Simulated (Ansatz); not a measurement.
# C on Mo(110): change of the work function, part 3 of 4

Aim: the work function of Mo(110) at several coverages of C (longbridge site), and the dipole that each adsorbate carries.

Ansatz 0.2.0; plane-wave DFT, PBE, Ansatz PAW.

So far, work function, upper face (eV): step 2 (the clean slab) 4.60; step 3 (17 atoms, coverage 0.25 ML, cell 2x2) 5.19.

### Step 4. Adsorbate added, k-mesh 6×6×1, coverage 0.5 ML

System of this step: Mo8C (C/Mo(110)). The cell holds 18 atoms: 16 Mo and 2 C. Cell: a = 5.456 Å, b = 5.456 Å, c = 26.299 Å, α = 90.0°, β = 90.0°, γ = 70.5°. Vacuum lies along c.

Another coverage, to see how the dipoles act on each other as their distance changes.

Input file input.yaml:

```yaml
crystal:
  lattice:
    - [4.4547727214, -3.15, 0.0]
    - [4.4547727214, 3.15, 0.0]
    - [0.0, 0.0, 26.2992768845]
  atoms:
    - { symbol: Mo, position: [0.0, 0.0, 0.3422147323] }
    - { symbol: Mo, position: [0.25, 0.25, 0.4269085576] }
    - { symbol: Mo, position: [0.0, 0.0, 0.5124477822] }
    - { symbol: Mo, position: [0.25, 0.25, 0.5940527538] }
    - { symbol: Mo, position: [0.0, 0.5, 0.3422147323] }
    - { symbol: Mo, position: [0.25, 0.75, 0.4269085576] }
    - { symbol: Mo, position: [0.0, 0.5, 0.5124477822] }
    - { symbol: Mo, position: [0.25, 0.75, 0.5940527538] }
    - { symbol: Mo, position: [0.5, 0.0, 0.3422147323] }
    - { symbol: Mo, position: [0.75, 0.25, 0.4269085576] }
    - { symbol: Mo, position: [0.5, 0.0, 0.5124477822] }
    - { symbol: Mo, position: [0.75, 0.25, 0.5940527538] }
    - { symbol: Mo, position: [0.5, 0.5, 0.3422147323] }
    - { symbol: Mo, position: [0.75, 0.75, 0.4269085576] }
    - { symbol: Mo, position: [0.5, 0.5, 0.5124477822] }
    - { symbol: Mo, position: [0.75, 0.75, 0.5940527538] }
    - { symbol: C, position: [0.0, 0.0, 0.6577852677] }
    - { symbol: C, position: [0.5, 0.5, 0.6577852677] }
kpoints:
  mp_grid: { grid: [6, 6, 1] }
hamiltonian:
  xc: pbe
scf:
  occupations: { method: fermi_dirac, width: 0.1 }
  convergence: { dr2_threshold: 1.0e-08 }
efield:
  axis: 3
  dipole_correction: true
  ramp_position: 0.97
  ramp_width: 0.06
relax:
  f_tol: 0.02
  max_steps: 60
  constraints: [{ sites: [0, 1, 4, 5, 8, 9, 12, 13] }]
output:
  bader: true
  dos: { projected: true, e_range: [-8, 4] }
  write_potential: true
  write_density: true
  volumetric_format: npy
```

The run is started by

```console
$ ansatz run input.yaml --threads 4 --pin off --max-ram 6144MiB --backend cpu --events-out ev --progress --plain --runs-dir out
```

The program printed:

```text
[...]
Crystal: 18 atoms, lattice volume = 738.091 Å³
Basis set: ecut = 420 eV, 14447 PW (Γ), exchange–correlation on 80×80×360 points (8 copies of the dense FFT grid, shifted against one another)
Bands: 140, of which v1, the nominal top of the filled ones, is band 116 counted from 1 (115 counted from 0)
Symmetry: 8 space group operations
[...]
k-points: 13 of 36
[...]
SCF iter   1: F=—  HF=-79783.908598 eV  |F-HF|=—  |Δ(HF+E_count)|=         —  Δρ=5.86e-3  dr2=3.19e0  ethr=1.77e-3  p=-0.212 e·Å  D=-5.21e-2 V/Å  ΔV_dip=1.37 eV  dr2_dipole=1.72e0  V_vac-E_F(+/−)=6.29/4.92 eV  ⟨swp⟩=9.2  Hψ=8993  notcnv=0
[...]
SCF iter  10: F=-79783.856749 eV  HF=-79783.856749 eV  |F-HF|=1.15e-8  |Δ(HF+E_count)|=   5.07e-8  Δρ=4.87e-7  dr2=3.76e-9  ethr=4.31e-12  p=-0.270 e·Å  D=-6.63e-2 V/Å  ΔV_dip=1.74 eV  dr2_dipole=1.32e-10  V_vac-E_F(+/−)=6.37/4.63 eV  ⟨swp⟩=11.3  Hψ=13466  notcnv=0
SCF 1 converged in 10 iterations: F = -79783.856749 eV  dr2 = 3.76e-9
[...]
relax step   1: F+E_penalty+E_count = -79783.85674896 eV  Δ(F+E_penalty+E_count) = +0.000e0 eV  max|allowed force component| = 4.306e0 eV/Å  Δτ_max = 0.0000 Å  (10 SCF iters, accepted)
[...]
SCF iter  11: F=-79786.208397 eV  HF=-79786.208397 eV  |F-HF|=1.10e-8  |Δ(HF+E_count)|=   4.52e-8  Δρ=5.43e-7  dr2=5.72e-9  ethr=4.31e-12  p=-0.239 e·Å  D=-5.87e-2 V/Å  ΔV_dip=1.54 eV  dr2_dipole=6.68e-11  V_vac-E_F(+/−)=6.15/4.60 eV  ⟨swp⟩=11.8  Hψ=13789  notcnv=0
SCF 2 converged in 11 iterations: F = -79786.208397 eV  dr2 = 5.72e-9
relax step   2: F+E_penalty+E_count = -79786.20839672 eV  Δ(F+E_penalty+E_count) = -2.352e0 eV  max|allowed force component| = 2.717e0 eV/Å  Δτ_max = 0.1947 Å  (11 SCF iters, accepted)
[...]
SCF iter  10: F=-79786.953814 eV  HF=-79786.953814 eV  |F-HF|=1.02e-7  |Δ(HF+E_count)|=   1.24e-7  Δρ=9.27e-7  dr2=8.70e-9  ethr=4.31e-12  p=-0.181 e·Å  D=-4.44e-2 V/Å  ΔV_dip=1.17 eV  dr2_dipole=2.80e-10  V_vac-E_F(+/−)=5.76/4.60 eV  ⟨swp⟩=11.7  Hψ=14449  notcnv=0
SCF 3 converged in 10 iterations: F = -79786.953814 eV  dr2 = 8.70e-9
[...]
relax step   3: F+E_penalty+E_count = -79786.95381383 eV  Δ(F+E_penalty+E_count) = -7.454e-1 eV  max|allowed force component| = 4.795e-1 eV/Å  Δτ_max = 0.1945 Å  (10 SCF iters, accepted)
[...]
relax step   4: F+E_penalty+E_count = -79787.01502116 eV  Δ(F+E_penalty+E_count) = -6.121e-2 eV  max|allowed force component| = 2.774e-1 eV/Å  Δτ_max = 0.1807 Å  (10 SCF iters, accepted)
[...]
relax step   5: F+E_penalty+E_count = -79787.03693625 eV  Δ(F+E_penalty+E_count) = -2.192e-2 eV  max|allowed force component| = 1.170e-1 eV/Å  Δτ_max = 0.0550 Å  (9 SCF iters, accepted)
[...]
relax step   6: F+E_penalty+E_count = -79787.03863539 eV  Δ(F+E_penalty+E_count) = -1.699e-3 eV  max|allowed force component| = 4.245e-2 eV/Å  Δτ_max = 0.0089 Å  (7 SCF iters, accepted)
SCF iter   1: F=—  HF=-79787.038738 eV  |F-HF|=—  |Δ(HF+E_count)|=         —  Δρ=2.33e-4  dr2=2.54e-4  ethr=2.73e-6  p=-0.159 e·Å  D=-3.91e-2 V/Å  ΔV_dip=1.03 eV  dr2_dipole=8.72e-6  V_vac-E_F(+/−)=5.63/4.60 eV  ⟨swp⟩=2.0  Hψ=2895  notcnv=0
[...]
SCF iter   7: F=-79787.038937 eV  HF=-79787.038937 eV  |F-HF|=3.32e-9  |Δ(HF+E_count)|=   2.32e-8  Δρ=3.06e-7  dr2=1.54e-9  ethr=4.31e-12  p=-0.159 e·Å  D=-3.89e-2 V/Å  ΔV_dip=1.02 eV  dr2_dipole=1.15e-10  V_vac-E_F(+/−)=5.63/4.61 eV  ⟨swp⟩=10.5  Hψ=13137  notcnv=0
SCF 7 converged in 7 iterations: F = -79787.038937 eV  dr2 = 1.54e-9
relax step   7: F+E_penalty+E_count = -79787.03893657 eV  Δ(F+E_penalty+E_count) = -3.012e-4 eV  max|allowed force component| = 9.366e-3 eV/Å  Δτ_max = 0.0050 Å  (7 SCF iters, accepted)
[...]
SCF converged after 7 iterations
Free energy (F): -79787.038937 eV
[...]
Internal energy: -79786.599095 eV  (E = F + TS)
E sigma→0 (E₀):  -79786.819016 eV
Entropy (-TS):   -0.439842 eV (-24.436 meV/atom)
Fermi energy:    4.076550 eV
Dipole field:    D = -0.038919 V/Å  (p = -0.158748 e·Å, saw-weighted, corrected)
Work function:   Φ+ = 5.6287 eV   Φ− = 4.6052 eV
[...]
--- Forces (eV/Å), atoms counted from 1 ---
  atom   1  Mo    -0.00000000     0.00000000     0.40245844
  atom   2  Mo     0.00000000    -0.00000000    -0.78040692
  atom   3  Mo     0.00000000     0.00000000     0.00240864
  atom   4  Mo     0.00000000     0.00000000     0.00659221
  atom   5  Mo     0.00000000     0.00000000     0.74218222
  atom   6  Mo     0.00000000    -0.00000000    -0.36450085
  atom   7  Mo     0.00000000    -0.00000000    -0.00065604
  atom   8  Mo     0.00000000    -0.00000000    -0.00936592
  atom   9  Mo     0.00000000     0.00000000     0.74218222
  atom  10  Mo     0.00000000    -0.00000000    -0.36450085
  atom  11  Mo    -0.00000000    -0.00000000    -0.00065604
  atom  12  Mo     0.00000000    -0.00000000    -0.00936592
  atom  13  Mo    -0.00000000     0.00000000     0.40245844
  atom  14  Mo     0.00000000    -0.00000000    -0.78040692
  atom  15  Mo     0.00000000     0.00000000     0.00240864
  atom  16  Mo     0.00000000     0.00000000     0.00659221
  atom  17  C      0.00000000     0.00000000     0.00128489
  atom  18  C      0.00000000     0.00000000     0.00128489
  max |Σ_I F_I| component: 6.64e-6 eV/Å
--- Band table (eV; the first three rows and the last of 13) ---
  k-point 0: bands = [... 112 lower, 4.4362, 4.5849, 4.6336, 4.7562, 5.0821, 5.1661, 5.2062, 5.3688, ... 20 higher]
  k-point 1: bands = [... 112 lower, 4.2887, 4.3185, 4.4218, 4.4691, 4.7881, 4.9530, 5.0244, 5.1008, ... 20 higher]
  k-point 2: bands = [... 112 lower, 3.7049, 3.7972, 3.8268, 4.1776, 4.2836, 4.4633, 4.5217, 4.7095, ... 20 higher]
  k-point 12: bands = [... 112 lower, 3.3786, 3.4495, 3.4815, 3.5040, 3.5507, 3.6076, 3.6267, 3.9357, ... 20 higher]
--- Relaxed structure (7 steps of the walk, 7 accepted, 0 SCFs on fresh bases) ---
  F+E_penalty+E_count = -79787.03893657 eV   max|allowed force component| = 9.366e-3 eV/Å
  atoms:
    - { symbol: Mo, position: [0.0, 0.0, 0.3422147323] }
    - { symbol: Mo, position: [0.25, 0.25, 0.4269085576] }
    - { symbol: Mo, position: [7.809384e-19, -7.809384e-19, 0.509078] }
    - { symbol: Mo, position: [0.25, 0.25, 0.600733] }
    - { symbol: Mo, position: [2.775558e-17, 0.5, 0.3422147323] }
    - { symbol: Mo, position: [0.250000, 0.75, 0.4269085576] }
    - { symbol: Mo, position: [2.775558e-17, 0.5, 0.514835] }
    - { symbol: Mo, position: [0.250000, 0.75, 0.594553] }
    - { symbol: Mo, position: [0.5, 2.775558e-17, 0.3422147323] }
    - { symbol: Mo, position: [0.75, 0.250000, 0.4269085576] }
    - { symbol: Mo, position: [0.5, 2.775558e-17, 0.514835] }
    - { symbol: Mo, position: [0.75, 0.250000, 0.594553] }
    - { symbol: Mo, position: [0.5, 0.5, 0.3422147323] }
    - { symbol: Mo, position: [0.75, 0.75, 0.4269085576] }
    - { symbol: Mo, position: [0.5, 0.5, 0.509078] }
    - { symbol: Mo, position: [0.75, 0.75, 0.600733] }
    - { symbol: C, position: [4.474948e-18, -4.474948e-18, 0.638474] }
    - { symbol: C, position: [0.5, 0.5, 0.638474] }
--- Bader charges: 18 sites ---
  site symbol  charge [e]  shift [e]
     0     Mo     -0.0664     0.0000
     1     Mo      0.0624     0.0000
     2     Mo     -0.0199     0.0000
     3     Mo      0.3949     0.0002
     4     Mo     -0.0553     0.0000
     5     Mo      0.0605     0.0000
     6     Mo      0.0665     0.0000
     7     Mo      0.6228     0.0019
     8     Mo     -0.0553     0.0000
     9     Mo      0.0605     0.0000
    10     Mo      0.0665     0.0000
    11     Mo      0.6228     0.0019
    12     Mo     -0.0664     0.0000
    13     Mo      0.0623     0.0000
    14     Mo     -0.0199     0.0000
    15     Mo      0.3949     0.0002
    16      C     -1.0654     0.0017
    17      C     -1.0654     0.0017
  estimated error of the sums over rays = 8.6e-4 e
```

Elapsed: 5.7 min, on 4 threads of Arm Neoverse V1, shared host; peak memory 2.9 GiB.

Step by step:

| step | energy less that of the first step (eV) | largest force component (eV/Å) |
| --- | --- | --- |
| 1 | 0.0000 | 4.3060 |
| 2 | -2.3516 | 2.7171 |
| 3 | -3.0971 | 0.4795 |
| 4 | -3.1583 | 0.2774 |
| 5 | -3.1802 | 0.1170 |
| 6 | -3.1819 | 0.0424 |
| 7 | -3.1822 | 0.0094 |

Forces are held to the 8 operations that the program found; a distortion that breaks them can't arise in this run.

The atoms that moved most (Å):

| atom | dx | dy | dz | length |
| --- | --- | --- | --- | --- |
| C18 | 0.000 | 0.000 | -0.508 | 0.508 |
| C17 | 0.000 | 0.000 | -0.508 | 0.508 |
| Mo4 | 0.000 | 0.000 | 0.176 | 0.176 |
| Mo16 | 0.000 | 0.000 | 0.176 | 0.176 |
| Mo15 | 0.000 | 0.000 | -0.089 | 0.089 |
| Mo3 | 0.000 | 0.000 | -0.089 | 0.089 |
| Mo7 | 0.000 | 0.000 | 0.063 | 0.063 |
| Mo11 | 0.000 | 0.000 | 0.063 | 0.063 |

The relaxed structure:

```xyz
18
Lattice="4.4548 -3.1500 0.0000 4.4548 3.1500 0.0000 0.0000 0.0000 26.2993" Properties=species:S:1:pos:R:3
Mo    0.0000    0.0000    9.0000
Mo    2.2274    0.0000   11.2274
Mo    0.0000    0.0000   13.3884
Mo    2.2274    0.0000   15.7988
Mo    2.2274    1.5750    9.0000
Mo    4.4548    1.5750   11.2274
Mo    2.2274    1.5750   13.5398
Mo    4.4548    1.5750   15.6363
Mo    2.2274   -1.5750    9.0000
Mo    4.4548   -1.5750   11.2274
Mo    2.2274   -1.5750   13.5398
Mo    4.4548   -1.5750   15.6363
Mo    4.4548    0.0000    9.0000
Mo    6.6822    0.0000   11.2274
Mo    4.4548    0.0000   13.3884
Mo    6.6822    0.0000   15.7988
C     0.0000    0.0000   16.7914
C     4.4548    0.0000   16.7914
```

Read from the output:

| Quantity | Value |
| --- | --- |
| energy at zero smearing | -79786.8190 eV |
| work function, upper face | 5.629 eV |
| work function, lower face | 4.605 eV |
| dipole along the normal | -0.1587 e·Å |
| step between the vacuum levels | 1.024 eV |

The density of states has structure finer than the step of the table below, so its rows give means over 0.25 eV. Peaks (eV: height): -3.760: 28.7, -3.580: 32.0, -3.160: 27.5, -3.010: 27.7, -2.800: 34.9, -2.620: 33.4, -2.140: 26.0.

The density of states by energy, zero at the Fermi level; means over each step:

| energy (eV) | density of states (states/eV a cell) |
| --- | --- |
| -6.75 | 0 |
| -6.50 | 0.613 |
| -6.25 | 0.936 |
| -6.00 | 1.07 |
| -5.75 | 1.21 |
| -5.50 | 2.56 |
| -5.25 | 4.69 |
| -5.00 | 7.47 |
| -4.75 | 18.2 |
| -4.50 | 18.1 |
| -4.25 | 20.5 |
| -4.00 | 21.1 |
| -3.75 | 23.7 |
| -3.50 | 21.2 |
| -3.25 | 21.6 |
| -3.00 | 23.6 |
| -2.75 | 26.2 |
| -2.50 | 20.2 |
| -2.25 | 17.9 |
| -2.00 | 21.7 |
| -1.75 | 21.1 |
| -1.50 | 21.3 |
| -1.25 | 17.9 |
| -1.00 | 17.8 |
| -0.75 | 14.4 |
| -0.50 | 15.5 |
| -0.25 | 11.6 |
| 0.00 | 12.9 |
| 0.25 | 17.6 |
| 0.50 | 18.4 |
| 0.75 | 19.4 |
| 1.00 | 22.9 |
| 1.25 | 22.7 |

Projected DOS per atom over height of the atomic layer and energy from the Fermi level. Layers: Mo4 Mo4 Mo4 Mo4 C2 from below.

Ten even steps from '_' (0.00 states/eV) to '@' (1.72 states/eV), each cell a mean:
```
%%%%##**..
######**..
##++++**::
**::--==::
##----====
##----++--
@@==++++::
@@**%%++::
##**##++::
@@@@##**::
**@@@@**--
******##++
**%%**##++
--%%%%++--
::****++--
__..::::..
__________
__________
__________
__________
__________
__________
```
Columns: height of the atomic layer (Å) from 9 to 16.8 (not evenly spaced); rows upwards: energy from the Fermi level (eV) from -7.96 to 1.45.

The relaxation took 7 steps and lowered the energy by 3.2 eV; the largest force on the free atoms ends at 0.0094 eV/Å.

The covered face has 5.63 eV, +1.03 eV against the clean one; the bare back face has moved by -0.09 eV, a measure of how thin the slab is.

### Step 5. The covered slab, k-mesh 12×12×1, coverage 1 ML

System of this step: Mo4C (C/Mo(110)). The cell holds 5 atoms: 4 Mo and 1 C. Cell: a = 2.728 Å, b = 2.728 Å, c = 26.299 Å, α = 90.0°, β = 90.0°, γ = 70.5°. Vacuum lies along c.

Another coverage, to see how the dipoles act on each other as their distance changes.

input.yaml, the sections that differ from step 4:

```yaml
crystal:
  lattice:
    - [2.2273863607, -1.575, 0.0]
    - [2.2273863607, 1.575, 0.0]
    - [0.0, 0.0, 26.2992768845]
  atoms:
    - { symbol: Mo, position: [0.0, 0.0, 0.3422147323] }
    - { symbol: Mo, position: [0.5, 0.5, 0.4269085576] }
    - { symbol: Mo, position: [0.0, 0.0, 0.5124477822] }
    - { symbol: Mo, position: [0.5, 0.5, 0.5940527538] }
    - { symbol: C, position: [0.0, 0.0, 0.6577852677] }
kpoints:
  mp_grid: { grid: [12, 12, 1] }
relax:
  f_tol: 0.02
  max_steps: 60
  constraints: [{ sites: [0, 1] }]
output:
  bader: true
  write_potential: true
  write_density: true
  volumetric_format: npy
# hamiltonian, scf, efield: as in step 4
```

The program printed:

```text
[...]
Crystal: 5 atoms, lattice volume = 184.523 Å³
Basis set: ecut = 420 eV, 3673 PW (Γ), exchange–correlation on 40×40×360 points (8 copies of the dense FFT grid, shifted against one another)
Bands: 36, of which v1, the nominal top of the filled ones, is band 30 counted from 1 (29 counted from 0)
Symmetry: 4 space group operations
[...]
- { symbol: Mo, position: [0.5, 0.5, 0.600648] }
    - { symbol: C, position: [6.567804e-18, -6.567804e-18, 0.643614] }
--- Bader charges: 5 sites ---
  site symbol  charge [e]  shift [e]
     0     Mo     -0.0674     0.0000
     1     Mo      0.0784     0.0000
     2     Mo     -0.0008     0.0000
     3     Mo      0.7696     0.0024
     4      C     -0.7797     0.0024
  estimated error of the sums over rays = 6.9e-4 e
[key lines of the parts left out:]
SCF converged after 7 iterations
Free energy (F): -20070.930067 eV
Fermi energy:    4.080447 eV
Dipole field:    D = -0.068995 V/Å  (p = -0.070357 e·Å, saw-weighted, corrected)
Work function:   Φ+ = 6.4095 eV   Φ− = 4.5950 eV
```

Elapsed: 42 s, on 4 threads; peak memory 0.57 GiB; 2.7 min of CPU time.

Step by step:

| step | energy less that of the first step (eV) | largest force component (eV/Å) |
| --- | --- | --- |
| 1 | 0.0000 | 3.5278 |
| 2 | -0.9186 | 1.3366 |
| 3 | -1.0143 | 0.4474 |
| 4 | -1.0281 | 0.0608 |
| 5 | -1.0285 | 0.0134 |

Forces are held to the 4 operations that the program found; a distortion that breaks them can't arise in this run.

The atoms that moved most (Å):

| atom | dx | dy | dz | length |
| --- | --- | --- | --- | --- |
| C5 | 0.000 | 0.000 | -0.373 | 0.373 |
| Mo4 | 0.000 | 0.000 | 0.173 | 0.173 |
| Mo3 | 0.000 | 0.000 | -0.030 | 0.030 |

Final coordinates:

```xyz
5
Lattice="2.2274 -1.5750 0.0000 2.2274 1.5750 0.0000 0.0000 0.0000 26.2993" Properties=species:S:1:pos:R:3
Mo    0.0000    0.0000    9.0000
Mo    2.2274    0.0000   11.2274
Mo    0.0000    0.0000   13.4474
Mo    2.2274    0.0000   15.7966
C     0.0000    0.0000   16.9266
```

The relaxation took 5 steps and lowered the energy by 1.0 eV; the largest force on the free atoms ends at 0.013 eV/Å.

The covered face has 6.41 eV, +1.81 eV against the clean one; the bare back face has moved by -0.10 eV, a measure of how thin the slab is.

### Step 6. Work function against coverage

This step: plane-wave DFT, PBE, Ansatz PAW; work function against coverage (Ansatz 0.2.0).

The runs are now put side by side.

Numbers from this step:

```
work function of the clean face     : 4.598 eV
largest change of the work function : 1.811 eV
```

Table of work function of the covered face by coverage:

| coverage (adsorbates/nm²) | work function of the covered face (eV) |
| --- | --- |
| 0.00 | 4.60 |
| 3.56 | 5.19 |
| 7.13 | 5.63 |
| 14.25 | 6.41 |

The dipole per adsorbate comes from the change of the cell's dipole. Coverage, by row:

| coverage (1/nm²) | coverage (ML) | work function (eV) | change (eV) | dipole per adsorbate, positive end outwards (debye) | mean height of the added atoms over the highest substrate atom (Å) |
| --- | --- | --- | --- | --- | --- |
| 3.563 | 0.25 | 5.188 | 0.5901 | -0.492 | 1.033 |
| 7.126 | 0.5 | 5.629 | 1.031 | -0.418 | 0.9926 |
| 14.25 | 1 | 6.409 | 1.811 | -0.356 | 1.13 |

### Step 7. The covered slab, atoms frozen

This step: plane-wave DFT, PBE, Ansatz PAW (Ansatz 0.2.0).

System of this step: Mo16C (C/Mo(110)). The cell holds 17 atoms: 16 Mo and 1 C. Cell: a = 5.456 Å, b = 5.456 Å, c = 26.299 Å, α = 90.0°, β = 90.0°, γ = 70.5°. Vacuum lies along c.

To see where the charge goes, the covered slab, the bare substrate and the adsorbate layer are each run at the same frozen positions and on the same grid.

Input file input.yaml:

```yaml
crystal:
  lattice:
    - [4.4547727214, -3.15, 0.0]
    - [4.4547727214, 3.15, 0.0]
    - [0.0, 0.0, 26.2992768845]
  atoms:
    - { symbol: Mo, position: [0.0, 0.0, 0.3422147323] }
    - { symbol: Mo, position: [0.25, 0.25, 0.4269085576] }
    - { symbol: Mo, position: [0.0, 0.0, 0.511343365] }
    - { symbol: Mo, position: [0.2418144707, 0.2418144707, 0.5969395533] }
    - { symbol: Mo, position: [0.0, 0.5, 0.3422147323] }
    - { symbol: Mo, position: [0.25, 0.75, 0.4269085576] }
    - { symbol: Mo, position: [0.0, 0.5, 0.5137142678] }
    - { symbol: Mo, position: [0.262163138, 0.737836862, 0.5950942265] }
    - { symbol: Mo, position: [0.5, 0.0, 0.3422147323] }
    - { symbol: Mo, position: [0.75, 0.25, 0.4269085576] }
    - { symbol: Mo, position: [0.5, 0.0, 0.5137142678] }
    - { symbol: Mo, position: [0.737836862, 0.262163138, 0.5950942265] }
    - { symbol: Mo, position: [0.5, 0.5, 0.3422147323] }
    - { symbol: Mo, position: [0.75, 0.75, 0.4269085576] }
    - { symbol: Mo, position: [0.5, 0.5, 0.5098953632] }
    - { symbol: Mo, position: [0.7581855293, 0.7581855293, 0.5969395533] }
    - { symbol: C, position: [0.0, 0.0, 0.6362227012] }
kpoints:
  mp_grid: { grid: [6, 6, 1] }
hamiltonian:
  xc: pbe
scf:
  occupations: { method: fermi_dirac, width: 0.1 }
  convergence: { dr2_threshold: 1.0e-08 }
efield:
  axis: 3
  dipole_correction: true
  ramp_position: 0.97
  ramp_width: 0.06
output:
  write_potential: true
  write_density: true
  volumetric_format: npy
```

The program printed:

```text
[...]
Crystal: 17 atoms, lattice volume = 738.091 Å³
Basis set: ecut = 420 eV, 14447 PW (Γ)
Bands: 137, of which v1, the nominal top of the filled ones, is band 114 counted from 1 (113 counted from 0)
Symmetry: 4 space group operations
[...]
k-points: 13 of 36
[...]
SCF iter   1: F=—  HF=-79537.568424 eV  |F-HF|=—  |Δ(HF+E_count)|=         —  Δρ=6.34e-3  dr2=5.41e0  ethr=1.77e-3  p=-0.016 e·Å  D=-3.81e-3 V/Å  ΔV_dip=0.10 eV  dr2_dipole=2.50e0  V_vac-E_F(+/−)=5.04/4.94 eV  ⟨swp⟩=9.1  Hψ=9023  notcnv=0
[...]
SCF iter  10: F=-79537.469012 eV  HF=-79537.469012 eV  |F-HF|=1.57e-9  |Δ(HF+E_count)|=   1.26e-8  Δρ=6.78e-7  dr2=6.37e-9  ethr=4.39e-12  p=-0.087 e·Å  D=-2.14e-2 V/Å  ΔV_dip=0.56 eV  dr2_dipole=7.08e-11  V_vac-E_F(+/−)=5.19/4.63 eV  ⟨swp⟩=5.8  Hψ=6045  notcnv=0
SCF 1 converged in 10 iterations: F = -79537.469012 eV  dr2 = 6.37e-9
[...]
SCF converged after 10 iterations
Free energy (F): -79537.469012 eV
[...]
Internal energy: -79537.076469 eV  (E = F + TS)
E sigma→0 (E₀):  -79537.272741 eV
Entropy (-TS):   -0.392543 eV (-23.091 meV/atom)
Fermi energy:    4.096041 eV
Dipole field:    D = -0.021359 V/Å  (p = -0.087122 e·Å, saw-weighted, corrected)
Work function:   Φ+ = 5.1880 eV   Φ− = 4.6263 eV
[...]
--- Band table (eV; the first three rows and the last of 13) ---
  k-point 0: bands = [... 110 lower, 4.6117, 4.8393, 5.0032, 5.0896, 5.0905, 5.1105, 5.2486, 5.4004, ... 19 higher]
  k-point 1: bands = [... 110 lower, 4.3755, 4.4601, 4.6504, 4.7285, 4.7902, 5.0201, 5.0724, 5.1371, ... 19 higher]
  k-point 2: bands = [... 110 lower, 3.6828, 3.7948, 3.8461, 3.9874, 4.4358, 4.5344, 4.6455, 4.7833, ... 19 higher]
  k-point 12: bands = [... 110 lower, 3.3266, 3.3944, 3.4165, 3.4503, 3.4659, 3.4820, 3.6322, 3.9660, ... 19 higher]
```

The job ended after 60 s (4 threads; peak memory 2.7 GiB; 3.9 min of CPU time).

Numbers from this step:

- energy at zero smearing: -79537.2727 eV
- work function, upper face: 5.188 eV
- work function, lower face: 4.626 eV
- dipole along the normal: -0.08712 e·Å
- step between the vacuum levels: 0.5617 eV

The work function of the upper face is 5.19 eV.

(Part 3 of 4 ends here.)

[Long decimals in the printed logs are rounded to 6 places.]

[Logs are printed without paths, hosts, clocks, repeated set-up lines and the standing remarks that a program may print on its own settings, such as how far it seeks lower states.]

[Hosts, paths, dates, database ids (printed as entryN), source tags and the programs' standing remarks are cut or masked in the printed files.]

[Maps of the electrostatic potential energy from Ansatz leave out the sawtooth potential of an applied field or a dipole correction, so their vacuum need not be flat; planar profiles and work functions include it.]

[The density of states shown here was stored with 400 of the rows of the run's finer table, so its peaks can read low, often by over a quarter, or be missed, and its means over a window can be off by a tenth or more.]
